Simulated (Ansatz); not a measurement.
**A hypothetical structure for Re3P2N2**

Starting from a made-up structure for Re3P2N2, the aim is the relaxed cell, its shortest contacts and, where a second run follows, its electronic structure.

Method: DFT, PBEsol, plane-wave PAW, files of the set soft_1, scalar-relativistic, no spin, cell and ions relaxed at zero pressure; PAW set soft_1, in the first sound run; inputs show where later runs differ, in Ansatz 0.2.0.

## (1) Starting point

It takes space group C2/m (No. 12, monoclinic). Conventional cell: a = 11.459 Å, b = 2.844 Å, c = 5.640 Å, α = 90.00°, β = 113.54°, γ = 90.00°. Nearest to Re lie 4 P at 2.26 Å and 2 N at 2.29 Å. Re has 3 N at 2.24 to 2.42 Å and 3 P at 2.24 to 2.31 Å nearest. Nearest to P lie 5 Re at 2.24 to 2.31 Å. N has 4 Re at 2.24 to 2.42 Å nearest. Farther neighbours and most contacts between anions are not listed.

## (2) Relaxation of the guess

The guessed cell has no reason to be at equilibrium. It is relaxed with the atoms, within the space group of the guess.

input.yaml reads:

```yaml
crystal:
  lattice:
    - [5.7295, -1.422, 0.0]
    - [5.7295, 1.422, 0.0]
    - [-2.25255509, 0.0, 5.1706475]
  atoms:
    - { symbol: Re, position: [0.0, 0.0, 0.0] }
    - { symbol: Re, position: [0.7365, 0.7365, 0.6874] }
    - { symbol: Re, position: [0.2635, 0.2635, 0.3126] }
    - { symbol: P, position: [0.6481, 0.6481, 0.9778] }
    - { symbol: P, position: [0.3519, 0.3519, 0.0222] }
    - { symbol: "N", position: [0.9141, 0.9141, 0.5572] }
    - { symbol: "N", position: [0.0859, 0.0859, 0.4428] }
kpoints:
  mp_grid: { grid: [10, 10, 5] }
scf:
  occupations: { method: fermi_dirac, width: 0.05 }
hamiltonian:
  xc: pbesol
  pseudopotentials: { kind: paw, azcp: { folder: soft_1 }, xc_functional: pbe }
relax:
  f_tol: 0.015
  max_steps: 70
  cell: {}
output:
  forces: true
  stress: true
```

Command:

```
$ ansatz run input.yaml --threads 4 --pin off --max-ram 10240MiB --backend cpu --events-out ev --progress --plain --runs-dir out
```

Numbers of over 12 decimals in the logs are rounded to 6 here.

The program printed:

```text
basis.fft_grid_basis auto: the FFT boxes are laid along the combinations [[1, -1, 0], [0, 1, 0], [0, 0, 1]] of the cell's own vectors, 2.844, 5.903 and 5.640 Å long. The dense box has 20×40×40 points. Along the cell's own vectors, as sized, it would have 40×40×40, 2.00 times as many. Of the 4 symmetry operations that the crystal satisfies within crystal.symmetry.tolerance (time reversal apart; of a slab, those that k [...]
Engine: ansatz 0.2.0, aarch64-unknown-linux-gnu
Pseudopotentials: kind: paw
Pseudopotential: Re, paw, valence charge 15, recommended cutoff 420 eV (normal), soft_1/Re.paw.azcp
Pseudopotential: P, paw, valence charge 5, recommended cutoff 420 eV (normal), soft_1/P.paw.azcp
Pseudopotential: N, paw, valence charge 5, recommended cutoff 420 eV (normal), soft_1/N.paw.azcp
Functional definition: PBEsol
  exchange = pbesol_x
  correlation = pbesol_c
Crystal: 7 atoms, lattice volume = 84.254 Å³
Basis set: ecut = 420 eV, 1651 PW (Γ), FFT grids on a1−a2, a2, a3, exchange–correlation on 40×80×80 points (8 copies of the dense FFT grid, shifted against one another)
Bands: 40, of which v1, the nominal top of the filled ones, is band 33 counted from 1 (32 counted from 0)
Symmetry: 4 space group operations
Space group: C2/m (ITA 12), of the structure as read, at distance tolerance 4.4e-5 Å
k-points: 141 of 500
Non-local potential: Re, projectors of the file, l = 0: 3, l = 1: 2, l = 2: 2, l = 3: 1
Non-local potential: P, projectors of the file, l = 0: 2, l = 1: 2, l = 2: 1
Non-local potential: N, projectors of the file, l = 0: 2, l = 1: 2, l = 2: 1
PAW form: soft (Blöchl's): semilocal exchange-correlation on the pseudo side does not see the compensation charge
PAW frozen core: Re, regenerated for the run's functional, and the local potential with it (the file was generated under x = pbe(κ = 0.804, μ = 0.219515), c = pbe(β = 0.066725))
PAW frozen core: P, regenerated for the run's functional, and the local potential with it (the file was generated under x = pbe(κ = 0.804, μ = 0.219515), c = pbe(β = 0.066725))
PAW frozen core: N, regenerated for the run's functional, and the local potential with it (the file was generated under x = pbe(κ = 0.804, μ = 0.219515), c = pbe(β = 0.066725))
PAW one-centre angular grid: Re, 590 points (default); XC on 64 Gauss nodes
PAW one-centre angular grid: P, 110 points (default); XC on 64 Gauss nodes
PAW one-centre angular grid: N, 110 points (default); XC on 64 Gauss nodes
Initial density: superposition of atomic densities (chi_scale 0.1, normalization cell, long waves kept (reshape's long-wave potential 0.16 eV rms))
Initial wavefunctions: pseudopotential atomic-orbital guess
Functional: x = pbesol(κ = 0.804, μ = 0.123457), c = pbesol(β = 0.046)
SCF iter   1: F=—  HF=-34453.901993 eV  |F-HF|=—  |Δ(HF+E_count)|=         —  Δρ=1.32e-1  dr2=3.39e1  ethr=3.10e-3  ⟨swp⟩=8.4  Hψ=26859  notcnv=0  defer=6
preconditioner: auto → Kerker (q_TF=auto, 2.613 Å⁻¹)  [metal: Δε(μ)=0.007 eV  Ē_g=8.337 eV  σ=0.050 eV  W_gap=0.04  n_scr=24 (ndim 8)  ℏωp=25.9 eV  f_vac=0.000  D(μ)=2.37/eV (n_scr^D=12)]
SCF iter   2: F=—  HF=-34450.648247 eV  |F-HF|=—  |Δ(HF+E_count)|=    3.25e0  Δρ=6.25e-2  dr2=9.41e0  ethr=3.10e-3  ⟨swp⟩=3.0  Hψ=10642  notcnv=0  defer=193
SCF iter   3: F=—  HF=-34449.320350 eV  |F-HF|=—  |Δ(HF+E_count)|=    1.33e0  Δρ=1.55e-2  dr2=3.81e-1  ethr=3.10e-3  ⟨swp⟩=3.3  Hψ=9784  notcnv=0  defer=194
SCF iter   4: F=—  HF=-34449.206370 eV  |F-HF|=—  |Δ(HF+E_count)|=   1.14e-1  Δρ=6.19e-3  dr2=5.05e-2  ethr=5.86e-4  ⟨swp⟩=2.8  Hψ=10653  notcnv=0  defer=181
SCF iter   5: F=—  HF=-34449.202895 eV  |F-HF|=—  |Δ(HF+E_count)|=   3.47e-3  Δρ=1.95e-3  dr2=4.46e-3  ethr=7.77e-5  ⟨swp⟩=2.0  Hψ=7780  notcnv=0  defer=181
SCF iter   6: F=—  HF=-34449.202762 eV  |F-HF|=—  |Δ(HF+E_count)|=   1.33e-4  Δρ=4.64e-4  dr2=2.31e-4  ethr=6.86e-6  ⟨swp⟩=2.0  Hψ=8300  notcnv=0  defer=181
SCF iter   7: F=—  HF=-34449.202817 eV  |F-HF|=—  |Δ(HF+E_count)|=   5.45e-5  Δρ=1.58e-4  dr2=2.40e-5  ethr=3.55e-7  ⟨swp⟩=2.0  Hψ=8353  notcnv=0  defer=181
SCF iter   8: F=—  HF=-34449.202807 eV  |F-HF|=—  |Δ(HF+E_count)|=   1.04e-5  Δρ=2.34e-5  dr2=4.32e-7  ethr=3.69e-8  ⟨swp⟩=2.0  Hψ=7983  notcnv=0  defer=181
SCF iter   9: F=-34449.202807 eV  HF=-34449.202807 eV  |F-HF|=9.00e-9  |Δ(HF+E_count)|=   1.64e-7  Δρ=5.39e-6  dr2=2.59e-8  ethr=1.54e-10  ⟨swp⟩=5.0  Hψ=20554  notcnv=0
SCF 1 converged in 9 iterations: F = -34449.202807 eV  dr2 = 2.59e-8
  greatest PAW one-centre occupation: 0.999 electrons in one spin orbital (limit 2), on the Re atom at site 2 (counted from 0), in its partial waves of l = 0
relax step   1: F+E_penalty+E_count = -34449.20280671 eV  Δ(F+E_penalty+E_count) = +0.000e0 eV  max|allowed force component| = 6.282e0 eV/Å  Δτ_max = 0.0000 Å  P = +15.627 GPa  Ω = 84.254 Å³  (9 SCF iters, dr2 threshold 1.00e-7 eV, accepted)
Crystal: 7 atoms, lattice volume = 87.611 Å³
Basis set: ecut = 420 eV, 1689 PW (Γ), FFT grids on a1−a2, a2, a3, exchange–correlation on 40×80×80 points (8 copies of the dense FFT grid, shifted against one another)
Initial density: handed on by an earlier stage of this run
Initial wavefunctions: those handed on with the density
SCF iter   1: F=—  HF=-34452.421605 eV  |F-HF|=—  |Δ(HF+E_count)|=         —  Δρ=4.40e-2  dr2=2.55e0  ethr=3.10e-3  ⟨swp⟩=8.4  Hψ=26077  notcnv=0
preconditioner: auto → Kerker (q_TF=auto, 2.596 Å⁻¹)  [metal: Δε(μ)=0.006 eV  Ē_g=8.298 eV  σ=0.050 eV  W_gap=0.03  n_scr=26 (ndim 8)  ℏωp=25.4 eV  f_vac=0.004  D(μ)=3.51/eV (n_scr^D=34)]
SCF iter   2: F=—  HF=-34452.103021 eV  |F-HF|=—  |Δ(HF+E_count)|=   3.19e-1  Δρ=2.06e-2  dr2=6.93e-1  ethr=3.10e-3  ⟨swp⟩=2.0  Hψ=7437  notcnv=0  defer=85
SCF iter   3: F=—  HF=-34451.983297 eV  |F-HF|=—  |Δ(HF+E_count)|=   1.20e-1  Δρ=3.71e-3  dr2=2.93e-2  ethr=1.07e-3  ⟨swp⟩=2.2  Hψ=8212  notcnv=0  defer=114
SCF iter   4: F=—  HF=-34451.975614 eV  |F-HF|=—  |Δ(HF+E_count)|=   7.68e-3  Δρ=9.31e-4  dr2=2.20e-3  ethr=4.51e-5  ⟨swp⟩=2.1  Hψ=8704  notcnv=0  defer=107
SCF iter   5: F=—  HF=-34451.975304 eV  |F-HF|=—  |Δ(HF+E_count)|=   3.10e-4  Δρ=3.68e-4  dr2=1.74e-4  ethr=3.39e-6  ⟨swp⟩=2.0  Hψ=8018  notcnv=0  defer=106
SCF iter   6: F=—  HF=-34451.975321 eV  |F-HF|=—  |Δ(HF+E_count)|=   1.71e-5  Δρ=1.13e-4  dr2=2.28e-5  ethr=2.67e-7  ⟨swp⟩=2.0  Hψ=8354  notcnv=0  defer=106
SCF iter   7: F=—  HF=-34451.975324 eV  |F-HF|=—  |Δ(HF+E_count)|=   3.59e-6  Δρ=3.34e-5  dr2=1.38e-6  ethr=3.51e-8  ⟨swp⟩=2.0  Hψ=7677  notcnv=0  defer=106
SCF iter   8: F=-34451.975325 eV  HF=-34451.975325 eV  |F-HF|=3.15e-8  |Δ(HF+E_count)|=   5.62e-7  Δρ=8.30e-6  dr2=6.08e-8  ethr=1.08e-9  ⟨swp⟩=4.9  Hψ=19175  notcnv=0
[...]
relax step   4: F+E_penalty+E_count = -34453.23859699 eV  Δ(F+E_penalty+E_count) = -3.385e-1 eV  max|allowed force component| = 4.430e-1 eV/Å  Δτ_max = 0.1375 Å  P = -2.207 GPa  Ω = 92.077 Å³  energy of the carried Pulay correction = -8.438e-3 eV  (7 SCF iters, dr2 threshold 7.00e-7 eV, accepted)
relax step   5: F+E_penalty+E_count = -34453.24810273 eV  Δ(F+E_penalty+E_count) = -9.506e-3 eV  max|allowed force component| = 3.422e-1 eV/Å  Δτ_max = 0.0132 Å  P = -0.157 GPa  Ω = 91.758 Å³  energy of the carried Pulay correction = -8.109e-3 eV  (5 SCF iters, dr2 threshold 7.00e-7 eV, accepted)
relax step   6: F+E_penalty+E_count = -34453.25467160 eV  Δ(F+E_penalty+E_count) = -6.569e-3 eV  max|allowed force component| = 3.113e-1 eV/Å  Δτ_max = 0.0167 Å  P = +1.563 GPa  Ω = 91.420 Å³  energy of the carried Pulay correction = -7.759e-3 eV  (6 SCF iters, dr2 threshold 7.00e-7 eV, accepted)
relax step   7: F+E_penalty+E_count = -34453.26437790 eV  Δ(F+E_penalty+E_count) = -9.706e-3 eV  max|allowed force component| = 3.651e-2 eV/Å  Δτ_max = 0.0154 Å  P = +0.025 GPa  Ω = 91.822 Å³  energy of the carried Pulay correction = -8.175e-3 eV  (5 SCF iters, dr2 threshold 7.00e-7 eV, accepted)
relax step   8: F+E_penalty+E_count = -34453.26455100 eV  Δ(F+E_penalty+E_count) = -1.731e-4 eV  max|allowed force component| = 1.113e-2 eV/Å  Δτ_max = 0.0029 Å  P = -0.015 GPa  Ω = 91.820 Å³  energy of the carried Pulay correction = -8.174e-3 eV  (5 SCF iters, dr2 threshold 8.33e-8 eV, accepted)
relax step   9: F+E_penalty+E_count = -34453.26457165 eV  Δ(F+E_penalty+E_count) = -2.065e-5 eV  max|allowed force component| = 5.732e-3 eV/Å  Δτ_max = 0.0009 Å  P = +0.044 GPa  Ω = 91.806 Å³  energy of the carried Pulay correction = -8.159e-3 eV  (4 SCF iters, dr2 threshold 1.65e-8 eV, accepted)
relax step  10: F+E_penalty+E_count = -34453.26456053 eV  Δ(F+E_penalty+E_count) = +1.112e-5 eV  max|allowed force component| = 9.722e-4 eV/Å  Δτ_max = 0.0006 Å  P = -0.004 GPa  Ω = 91.824 Å³  energy of the carried Pulay correction = -8.177e-3 eV  (4 SCF iters, dr2 threshold 8.85e-9 eV, accepted)
relax step  11: F+E_penalty+E_count = -34453.29055717 eV  Δ(F+E_penalty+E_count) = -2.600e-2 eV  max|allowed force component| = 7.271e-3 eV/Å  Δτ_max = 0.0000 Å  P = +0.367 GPa  Ω = 91.824 Å³  stress off target by 8.04e-1 GPa  SCF on the basis re-selected at this cell (its energy is not comparable with the rows above)  (7 SCF iters)
relax step  12: F+E_penalty+E_count = -34453.29099256 eV  Δ(F+E_penalty+E_count) = -4.354e-4 eV  max|allowed force component| = 9.770e-3 eV/Å  Δτ_max = 0.0035 Å  P = -0.004 GPa  Ω = 91.987 Å³  energy of the carried Pulay correction = -1.713e-4 eV  (4 SCF iters, dr2 threshold 7.00e-7 eV, accepted)
relax step  13: F+E_penalty+E_count = -34453.29102403 eV  Δ(F+E_penalty+E_count) = -3.146e-5 eV  max|allowed force component| = 7.410e-3 eV/Å  Δτ_max = 0.0019 Å  P = +0.000 GPa  Ω = 92.013 Å³  energy of the carried Pulay correction = -1.986e-4 eV  (5 SCF iters, dr2 threshold 5.27e-8 eV, accepted)
relax step  14: F+E_penalty+E_count = -34453.29103277 eV  Δ(F+E_penalty+E_count) = -8.739e-6 eV  max|allowed force component| = 2.676e-3 eV/Å  Δτ_max = 0.0007 Å  P = +0.003 GPa  Ω = 92.017 Å³  energy of the carried Pulay correction = -2.039e-4 eV  (5 SCF iters, dr2 threshold 9.56e-9 eV, accepted)
iter 1 solved again at ethr=4.00e-7 eV; its pass at ethr=3.10e-3 eV (dr2=2.60e-4 eV) is discarded
SCF iter   1: F=—  HF=-34453.291245 eV  |F-HF|=—  |Δ(HF+E_count)|=         —  Δρ=2.97e-5  dr2=3.38e-8  ethr=4.00e-7  ⟨swp⟩=3.9  Hψ=41505  notcnv=0
eigensolver tolerance schedule: the retry pair's looser diagonalisation over-reported the residual by 7685.24 of it (diagonalisation noise at 119.40 of the residual, at the tolerance the schedule requests for it); recorded, not acted on — ethr = c·dr2/N_el stays at c = 1.0e-1
preconditioner: auto → LDOS  [metal: Δε(μ)=0.007 eV  Ē_g=8.399 eV  σ=0.050 eV  W_gap=0.03  n_scr=26 (ndim 8)  ℏωp=24.8 eV  f_vac=0.032  D(μ)=2.63/eV (n_scr^D=16)  β→1.0]
SCF iter   2: F=—  HF=-34453.291238 eV  |F-HF|=—  |Δ(HF+E_count)|=   6.38e-6  Δρ=3.23e-6  dr2=1.24e-8  ethr=5.20e-11  ⟨swp⟩=3.7  Hψ=14785  notcnv=0
SCF iter   3: F=—  HF=-34453.291238 eV  |F-HF|=—  |Δ(HF+E_count)|=   2.23e-9  Δρ=1.80e-6  dr2=4.41e-9  ethr=1.91e-11  ⟨swp⟩=2.0  Hψ=8552  notcnv=0
SCF iter   4: F=—  HF=-34453.291238 eV  |F-HF|=—  |Δ(HF+E_count)|=  1.46e-10  Δρ=5.91e-7  dr2=4.58e-10  ethr=6.79e-12  ⟨swp⟩=2.4  Hψ=7910  notcnv=0
SCF iter   5: F=-34453.291238 eV  HF=-34453.291238 eV  |F-HF|=3.64e-11  |Δ(HF+E_count)|=  5.82e-11  Δρ=1.26e-7  dr2=2.79e-11  ethr=1.00e-12  ⟨swp⟩=3.6  Hψ=22083  notcnv=0
SCF 15 converged in 5 iterations: F = -34453.291238 eV  dr2 = 2.79e-11
relax step  15: F+E_penalty+E_count = -34453.29123836 eV  Δ(F+E_penalty+E_count) = -2.056e-4 eV  max|allowed force component| = 2.641e-3 eV/Å  Δτ_max = 0.0000 Å  P = +0.003 GPa  Ω = 92.017 Å³  stress off target by 1.33e-2 GPa  SCF on the basis re-selected at this cell (its energy is not comparable with the rows above)  (5 SCF iters)
basis re-selected at this cell: Δ(F+E_penalty+E_count) = -2.056e-4 eV, ΔP = -0.000 GPa vs the last step (what re-selecting the basis moved, of the pressure what is left beyond the Pulay correction that the steps carried, after the strain that the cell walked since its last selection, with what the two solves' SCF thresholds leave and, on support functions, any second-order correction that the steps lacked; it is no m [...]
SCF converged after 5 iterations
Free energy (F): -34453.291238 eV
Harris-Foulkes:  -34453.291238 eV  (|F-HF|=3.64e-11)
Internal energy: -34453.269755 eV  (E = F + TS)
E sigma→0 (E₀):  -34453.280497 eV
Entropy (-TS):   -0.021483 eV (-3.069 meV/atom)
Fermi energy:    16.584499 eV
--- Per-component energies (eV) ---
  E_band       = -438.157536
  E_kinetic    = 1969.904384
  E_local      = -4754.989049  (includes V_loc(G=0)·N_el)
  E_nonlocal   = 383.127804
  E_hartree    = 1811.916553
  E_xc         = -1326.928582
  E_vxc        = -1144.932550  (∫ρ·V_xc dr)
  E_paw        = -27059.954290  (= ΣΔE_a)
  E_vpaw       = -515.103043  (= ΣTr[D̂ρ^β])
  E_aug_tail   = 0.001851  (compensation charges beyond the density's cutoff)
  E_ewald      = -5477.196796
  E_core_change = 0.848370  (= ΣΔE_core)
  E_smearing   = -0.021483  (= −TS)
  E_closure    = 0.000000  (closes the sum)
  Σ components = -34453.291238   (vs F -34453.291238, Δ=0.00e0)
--- Forces (eV/Å), atoms counted from 1 ---
  atom   1  Re     0.00000000     0.00000000     0.00000000
  atom   2  Re     0.00259910     0.00000000     0.00128741
  atom   3  Re    -0.00259910     0.00000000    -0.00128741
  atom   4  P      0.00000637     0.00000000     0.00071463
  atom   5  P     -0.00000637     0.00000000    -0.00071463
  atom   6  N      0.00264139     0.00000000     0.00026350
  atom   7  N     -0.00264139     0.00000000    -0.00026350
  max |Σ_I F_I| component: 8.67e-19 eV/Å
--- Stress (GPa, compression-positive) ---
        0.012110       0.000000      -0.001100
        0.000000      -0.013258       0.000000
       -0.001100       0.000000       0.008822
  P = ⅓ Tr σ = 0.0026 GPa (0.026 kbar)
--- Relaxed structure (13 steps of the walk, 13 accepted, 2 SCFs on fresh bases) ---
  F+E_penalty+E_count = -34453.29123836 eV   max|allowed force component| = 2.641e-3 eV/Å   (the final SCF, on the basis selected at the relaxed cell)
  cell:  # Å, volume = 92.0173 Å³
    - [6.255096, -1.454034, -0.278454]
    - [6.255096, 1.454034, -0.278454]
    - [-2.710487, -1.38889699556664e-17, 5.179267]
  atoms:
    - { symbol: Re, position: [1.4871510765057653e-19, 1.487151076505764e-19, 7.668444292139704e-19] }
    - { symbol: Re, position: [0.731240, 0.731240, 0.661380] }
    - { symbol: Re, position: [0.268760, 0.268760, 0.338620] }
    - { symbol: P, position: [0.638190, 0.638190, 0.942731] }
    - { symbol: P, position: [0.361810, 0.361810, 0.057269] }
    - { symbol: N, position: [0.880006, 0.880006, 0.598472] }
    - { symbol: N, position: [0.119994, 0.119994, 0.401528] }
```

Elapsed: 80 s, on 4 threads of Arm Neoverse V2, shared host; peak memory 0.67 GiB; 5.2 min of CPU time.

This run has no spin polarisation although its electron count is odd.

The steps of the relaxation:

```
step  energy less that of the first step (eV)  largest force component (eV/Å)  pressure (GPa)  volume (Å³)
   1                                   0.0000                          6.2822           15.63        84.25
   2                                  -2.7725                          2.1553            2.61        87.61
   3                                  -3.6973                          1.0413            2.23        89.47
   4                                  -4.0358                          0.4430           -2.21        92.08
   5                                  -4.0453                          0.3422           -0.16        91.76
   6                                  -4.0519                          0.3113            1.56        91.42
   7                                  -4.0616                          0.0365            0.03        91.82
   8                                  -4.0617                          0.0111           -0.01        91.82
   9                                  -4.0618                          0.0057            0.04        91.81
  10                                  -4.0618                          0.0010            0.00        91.82
 11*                                  -4.0877                          0.0073            0.37        91.82
  12                                  -4.0882                          0.0098            0.00        91.99
  13                                  -4.0882                          0.0074            0.00        92.01
  14                                  -4.0882                          0.0027            0.00        92.02
 15*                                  -4.0884                          0.0026            0.00        92.02
```

Relaxation steps marked * repeat the geometry before them on a plane-wave basis chosen anew for their cell, so energy and pressure can jump there.

The run keeps the 4 symmetry operations that it works with, so distortions that break them were not tested.

```
     cell as run  before   after  change
           a (Å)   5.903   6.428  +8.9 %
           b (Å)   5.903   6.428  +8.9 %
           c (Å)   5.640   5.846  +3.6 %
           α (°)  112.81  119.31  +5.8 %
           β (°)  112.81  119.31  +5.8 %
           γ (°)   27.88   26.15  -6.2 %
volume (Å³/atom)   12.04   13.15  +9.2 %
```

The atoms that moved most (Å, as changes of fractional coordinates times the final cell):

```
atom      dx     dy      dz  length
  N7   0.538  0.000  -0.233   0.587
  N6  -0.538  0.000   0.233   0.587
  P5   0.029  0.000   0.176   0.178
  P4  -0.029  0.000  -0.176   0.178
 Re2   0.005  0.000  -0.132   0.132
 Re3  -0.005  0.000   0.132   0.132
```

This step gave:

* free energy: -34453.2912 eV
* energy at zero smearing: -34453.2805 eV
* smearing term TS: 0.02148 eV
* Fermi energy: 16.58 eV
* electrons: 65
* symmetry operations: 4
* pressure: 0.002558 GPa

The shortest distance of each pair, which need not be the same contact before and after:

```
 pair  guess (Å)  relaxed (Å)
 N–Re      2.236        2.055
 P–Re      2.244        2.409
Re–Re      2.666        2.605
  P–P      2.659        2.908
  N–N      2.304        2.908
```

The relaxation ends with a largest force component of 0.0026 eV/Å and a pressure of 0.00 GPa.

(Part 1 of 2 ends here.)

[Logs are printed without paths, hosts, clocks, repeated set-up lines and the standing remarks that a program may print on its own settings, such as how far it seeks lower states.]

[Hosts, paths, dates, database ids (printed as entryN), source tags and the programs' standing remarks are cut or masked in the printed files.]
